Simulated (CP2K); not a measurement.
Consider chloroallene at its PBE geometry (Å).

```xyz
7

C    -1.3698    0.0232    0.0394
C    -0.0649   -0.0633   -0.0125
C     1.2375   -0.1693   -0.0681
Cl    2.3126    1.1857    0.2041
H    -1.9599    0.2641   -0.8481
H    -1.9129   -0.1400    0.9734
H     1.7573   -1.1003   -0.2881
```

Method: CP2K XAS_TDP, all-electron GAPW, PBEh(45%), aug-pc-1, TDA, ZORA, spin–orbit coupling.

**Question.** Where do the Cl L₂,₃-edge lines lie, and how strong are they?

Leading lines: Cl4 198.69 eV. The leading line of an atom is its first one with 35 % of the strongest within 2.5 eV of its lowest line over the strength cut. 

The first six lines of each atom with a strength over 0.0003:

| atom | energy (eV) | states | strength, one atom |
| --- | --- | --- | --- |
| Cl4 (bonded to C) | 198.69 | 2 | 0.0060 |
|  | 200.21 | 2 | 0.0039 |
|  | 201.12 | 1 | 0.0004 |
|  | 201.66 | 1 | 0.0015 |
|  | 202.17 | 2 | 0.0013 |
|  | 202.31 | 3 | 0.0007 |

Lines are vertical, at one geometry, with no vibrational structure. Without a correction of the core level, line positions, and the gaps between valence and Rydberg lines, follow the share of exact exchange. Rydberg lines, and the discretised continuum above threshold, depend on the basis and the box.

[Banner, clock and machine lines of the logs are left out without a mark of their own.]

[Logs are printed without paths, hosts, clocks, repeated set-up lines and the standing remarks that a program may print on its own settings, such as how far it seeks lower states.]

[Hosts, paths, dates, database ids (printed as entryN), source tags and the programs' standing remarks are cut or masked in the printed files.]
